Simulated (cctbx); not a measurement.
# CdAgTeI across an absorption edge

Space group P4/nmm (no. 129, origin choice 1), a = 4.7190 Å, b = 4.7190 Å, c = 10.5230 Å, α = 90.00°, β = 90.00°, γ = 90.00°.

```csv
atom,mult.,x,y,z,Ueq (Å²)
I1,2,1/2,1/2,1/2,0.0098
Te1,2,1/2,0,0.8046,0.0075
Cd1,2,0,1/2,0.6506,0.0086
Ag1,2,1/2,1/2,0,0.0104
```

The model was made for the exercise: a known structure type with other elements put in, its volume estimated, not relaxed; displacement parameters are assumed.

Calculated with cctbx: free-atom f′ and f″ from the Sasaki tables, no fine structure; amplitudes in electrons.

| E (eV) | F 2 0 2 | F 0 0 3 | F 0 2 1 | F 0 0 4 |
| --- | --- | --- | --- | --- |
| 26111 | 60.6 | 13.6 | 25.2 | 109.3 |
| 26461 | 61.9 | 13.9 | 23.4 | 111.3 |
| 26591 | 62.5 | 14.8 | 22.3 | 112.6 |
| 26651 | 63.0 | 15.8 | 21.5 | 113.7 |
| 26681 | 63.5 | 16.9 | 20.8 | 114.7 |
| 26696 | 63.9 | 18.0 | 20.0 | 115.7 |
| 26703 | 64.2 | 18.9 | 19.5 | 116.5 |
| 26707 | 64.6 | 20.0 | 18.8 | 117.4 |
| 26715 | 65.0 | 23.5 | 17.2 | 118.6 |
| 26719 | 64.4 | 22.0 | 18.2 | 117.2 |
| 26726 | 63.9 | 20.6 | 19.2 | 115.9 |
| 26741 | 63.5 | 19.3 | 20.0 | 114.7 |
| 26771 | 63.1 | 18.1 | 20.8 | 113.7 |
| 26861 | 62.7 | 16.5 | 21.6 | 112.4 |
| 27111 | 62.4 | 14.6 | 22.4 | 111.1 |

**Question.** Which edge is crossed, and why do the reflections move as they do?

The K edge of Cd. The edge is at 26711 eV. f′ of Cd falls from -4.8 e at 26591 eV to -7.8 e at 4 eV below it, and f″ steps from 0.56 to 3.60 e across it. Over that approach |F| changes by +3 % (2 0 2), +35 % (0 0 3), -16 % (0 2 1) and +4 % (0 0 4): a reflection falls where Cd scatters in phase with the total and rises where it scatters against it; it hardly moves where the Cd term is small or cancels by symmetry. Above the edge the larger f″ enters the imaginary part, where it can add to or cancel the other atoms' f″. The structure is centrosymmetric, so Friedel mates stay equal.

[Logs are printed without paths, hosts, clocks, repeated set-up lines and the standing remarks that a program may print on its own settings, such as how far it seeks lower states.]
